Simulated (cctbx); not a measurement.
# Interatomic vectors of K4HgI6

Space group P4/mnc (no. 128), a = 9.5230 Å, b = 9.5230 Å, c = 9.2040 Å, α = 90.00°, β = 90.00°, γ = 90.00°, content Hg2 I12 K8.

Simulated single-crystal data (cctbx): synchrotron X-rays, λ = 0.6889 Å, to d = 0.6 Å, 50 % of the full sphere, strongest reflection 40000 counts, noise from counting, a 3 % proportional error and a noise floor of 8 counts (s.d.); no absorption, some extinction.

Patterson synthesis from sharpened amplitudes, origin scaled to 1000:

```text
Patterson group P 4/m m m
      u       v       w   height  length (A)
  0.000   0.000   0.000   1000.0     0.00
  0.500   0.500   0.500    514.6     8.16
  0.500   0.500   0.220    395.7     7.03
  0.000   0.000   0.287    342.2     2.64
  0.000   0.000   0.500    227.0     4.60
  0.163   0.355   0.500    193.4     5.92
  0.144   0.336   0.000    191.3     3.49
  0.191   0.500   0.500    161.7     6.87
  0.191   0.500   0.000    156.8     5.10
  0.308   0.308   0.500    115.2     6.20
  0.144   0.337   0.285    107.9     4.37
  0.163   0.356   0.215    105.2     4.22
  0.000   0.000   0.420    103.1     3.86
  0.500   0.500   0.077     86.9     6.77
```

Q: Assign the vectors.

A peak at u stands for all pairs with xi − xj = u, with weight Σ ZiZj against Σ Z² = 49396 at the origin. Peak heights follow these weights only roughly, since form factors, motion and series ripples differ, all vectors within 0.55 Å of a peak are counted as merged into it though the farther ones add only part of their weight, and F(000) is left out, which lowers the whole map:

| u | v | w | shortest length (Å) | height | 1000 ΣZiZj/ΣZ² | pairs in the cell |
| --- | --- | --- | --- | --- | --- | --- |
| 0.500 | 0.500 | 0.500 | 8.16 | 515 | 487 | 2 × Hg–Hg, 4 × I–I |
| 0.500 | 0.500 | 0.220 | 7.03 | 396 | 670 | 4 × Hg–I, 16 × I–K |
| 0.000 | 0.000 | 0.287 | 2.64 | 342 | 343 | 4 × Hg–I |
| 0.000 | 0.000 | 0.500 | 4.60 | 227 | 513 | 8 × I–I, 8 × K–K |
| 0.163 | 0.355 | 0.500 | 5.92 | 193 | 253 | 2 × Hg–I, 4 × I–K |
| 0.144 | 0.336 | 0.000 | 3.48 | 191 | 253 | 2 × Hg–I, 4 × I–K |
| 0.191 | 0.500 | 0.500 | 6.87 | 162 | 257 | 4 × I–I, 4 × K–K |
| 0.191 | 0.500 | 0.000 | 5.10 | 157 | 257 | 4 × I–I, 4 × K–K |
| 0.308 | 0.308 | 0.500 | 6.20 | 115 | 128 | 2 × I–I, 2 × K–K |
| 0.144 | 0.337 | 0.285 | 4.37 | 108 | 175 | 2 × I–I, 2 × Hg–K |

The table stops at ten peaks or at a height of 45, below which ripples compete. In the model behind the data Hg, the heaviest element, has 1 independent site: (1/2, 1/2, 1/2), up to an allowed shift of origin; the Hg–Hg vectors are differences of these positions and their symmetry mates. The whole model:

```
atom  mult.       x       y       z  Ueq (Å²)
 Hg1      2     1/2     1/2     1/2    0.0109
  I1      8  0.6445  0.8353     1/2    0.0111
  I2      4     1/2     1/2  0.7878    0.0139
  K1      8  0.1510  0.3490     3/4    0.0194
```

The model is made up (kin elements in a known structure type, no relaxation), so it says nothing on whether the phase exists.

[Logs are printed without paths, hosts, clocks, repeated set-up lines and the standing remarks that a program may print on its own settings, such as how far it seeks lower states.]
